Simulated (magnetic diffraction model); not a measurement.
# Solving a magnetic structure from powder neutron data: Tm₆Al₄Pt₁₃

Space group Im-3m (no. 229), a = 9.3810 Å.

| site | atom | x | y | z |
| --- | --- | --- | --- | --- |
| 2a | Pt | 0 | 0 | 0 |
| 24h | Pt | 0.1739 | 0.8261 | 1/2 |
| 12e | Tm | 0 | 0 | 0.6978 |
| 8c | Al | 1/4 | 3/4 | 1/4 |

This is a made-up structure (elements placed in a structure type, unrelaxed), so the numbers test the method and describe no known phase.

Only Tm is taken to order (form factors of Tm3+); orders and moment sizes are assumed, and not adapted to the symmetry. Radiation: neutrons of λ = 1.909 Å, 8° to 80°; isotropic B of 0.58 Å² (Pt), 0.64 Å² (Tm) and 1.04 Å² (Al). Simulated constant-wavelength pattern: nuclear and magnetic terms add, the magnetic one as |2.695 fm × Σ f S⊥ exp(2πi Q·r) exp(−B s²)|², summed over all Q at one angle with the factor 1/(sin²θ cos θ). For collinear order S is the moment m, which repeats by lattice and centring translations R with the sign exp(−2πi k·R). Free-ion form factors, Sears's scattering lengths of 1992, no absorption; a label names one of the reflections at its angle. The strongest nuclear line in the range is 100, and lines under 0.2 are left out.

Above the ordering temperature:

```
2θ (°)    index      I
 16.55  (1 1 0)    5.1
 23.48  (2 0 0)    0.4
 28.86  (2 1 1)    6.8
 33.45  (2 2 0)    2.2
 37.54  (3 1 0)   14.9
 44.76  (3 2 1)   10.5
 48.03  (4 0 0)    9.4
 51.15  (4 1 1)  100.0
 54.13  (4 2 0)    4.2
 57.01  (3 3 2)    1.5
 59.80  (4 2 2)    5.7
 62.51  (5 1 0)    3.9
 67.74  (5 2 1)    2.8
 70.28  (4 4 0)    1.1
 72.78  (5 3 0)   10.1
 75.25  (6 0 0)   20.6
 77.69  (6 1 1)   11.7
```

Below it (cell unchanged):

| 2θ (°) | I |
| --- | --- |
| 8.25 | 9.9 |
| 14.32 | 29.7 |
| 16.55 | 5.1 |
| 18.52 | 8.5 |
| 21.95 | 2.6 |
| 23.48 | 0.4 |
| 24.93 | 3.5 |
| 27.61 | 0.8 |
| 28.86 | 6.8 |
| 30.07 | 14.0 |
| 32.36 | 0.4 |
| 33.45 | 2.2 |
| 34.51 | 2.5 |
| 36.55 | 9.3 |
| 37.54 | 14.9 |
| 38.50 | 8.6 |
| 40.37 | 2.5 |
| 42.17 | 3.8 |
| 43.91 | 4.0 |
| 44.76 | 10.5 |
| 45.59 | 0.5 |
| 47.23 | 1.7 |
| 48.03 | 9.4 |
| 48.83 | 2.7 |
| 50.38 | 3.0 |
| 51.15 | 100.0 |
| 51.91 | 3.1 |
| 53.40 | 1.5 |
| 54.13 | 4.2 |
| 54.86 | 0.4 |
| 56.30 | 4.8 |
| 57.01 | 1.5 |
| 57.72 | 4.9 |
| 59.11 | 1.1 |
| 59.80 | 5.7 |
| 60.48 | 1.1 |
(The table stops after 36 lines; 21 more lie at higher angle.)

**Question.** Check that the new lines index with k = (0 1/2 1/2), then choose among these models:
A. collinear moments along [101], 5.7 μB on Tm; signs + at (0, 0, 0.6978), + at (0, 0, 0.3022), − at (0, 0.6978, 0), + at (0.6978, 0, 0), − at (0, 0.3022, 0), + at (0.3022, 0, 0)
B. collinear moments along [101], 5.7 μB on Tm; signs + at (0, 0, 0.6978), + at (0, 0, 0.3022), + at (0, 0.6978, 0), + at (0.6978, 0, 0), + at (0, 0.3022, 0), + at (0.3022, 0, 0)
C. collinear moments along [001], 5.7 μB on Tm; signs + at (0, 0, 0.6978), + at (0, 0, 0.3022), + at (0, 0.6978, 0), + at (0.6978, 0, 0), + at (0, 0.3022, 0), + at (0.3022, 0, 0)
D. collinear moments along [001], 5.7 μB on Tm; signs + at (0, 0, 0.6978), + at (0, 0, 0.3022), − at (0, 0.6978, 0), + at (0.6978, 0, 0), − at (0, 0.3022, 0), + at (0.3022, 0, 0)

The new lines index as (0 1/2 1/2) at 8.25°, (1 1/2 -1/2) at 14.32°, (0 3/2 -1/2) at 18.52° and (1 3/2 1/2) at 21.95°, that is as H ± k with k = (0 1/2 1/2), one of 6 inequivalent arms of its star (k and −k counted as one), which a powder can't tell apart. Half indices mean that the moments reverse under translations with k·R a half-integer, and the magnetic cell has twice the primitive volume.

Magnetic intensity, observed (below minus above) and for each model:

| 2θ (°) | index | observed | A | B | C | D |
| --- | --- | --- | --- | --- | --- | --- |
| 8.25 | (0 1/2 1/2) | 9.9 | 14.9 | 54.2 | 36.1 | 9.9 |
| 14.32 | (1 1/2 -1/2) | 29.7 | 20.8 | 0.8 | 1.1 | 29.7 |
| 18.52 | (0 3/2 -1/2) | 8.5 | 12.7 | 7.3 | 4.9 | 8.5 |
| 24.93 | (2 1/2 1/2) | 3.5 | 2.9 | 9.1 | 14.0 | 3.5 |
| 30.07 | (0 5/2 1/2) | 14.0 | 14.8 | 5.1 | 5.4 | 14.0 |
| 32.36 | (1 5/2 -1/2) | 0.4 | 0.5 | 11.3 | 9.0 | 0.4 |
| 36.55 | (1 5/2 3/2) | 9.3 | 7.6 | 2.2 | 2.4 | 9.3 |
| 38.50 | (2 5/2 1/2) | 8.6 | 8.1 | 1.4 | 1.4 | 8.6 |

Model D matches.

The structure used: k = (0 1/2 1/2), collinear moments along [001], 5.7 μB on Tm; signs + at (0, 0, 0.6978), + at (0, 0, 0.3022), − at (0, 0.6978, 0), + at (0.6978, 0, 0), − at (0, 0.3022, 0), + at (0.3022, 0, 0).

[Logs are printed without paths, hosts, clocks, repeated set-up lines and the standing remarks that a program may print on its own settings, such as how far it seeks lower states.]
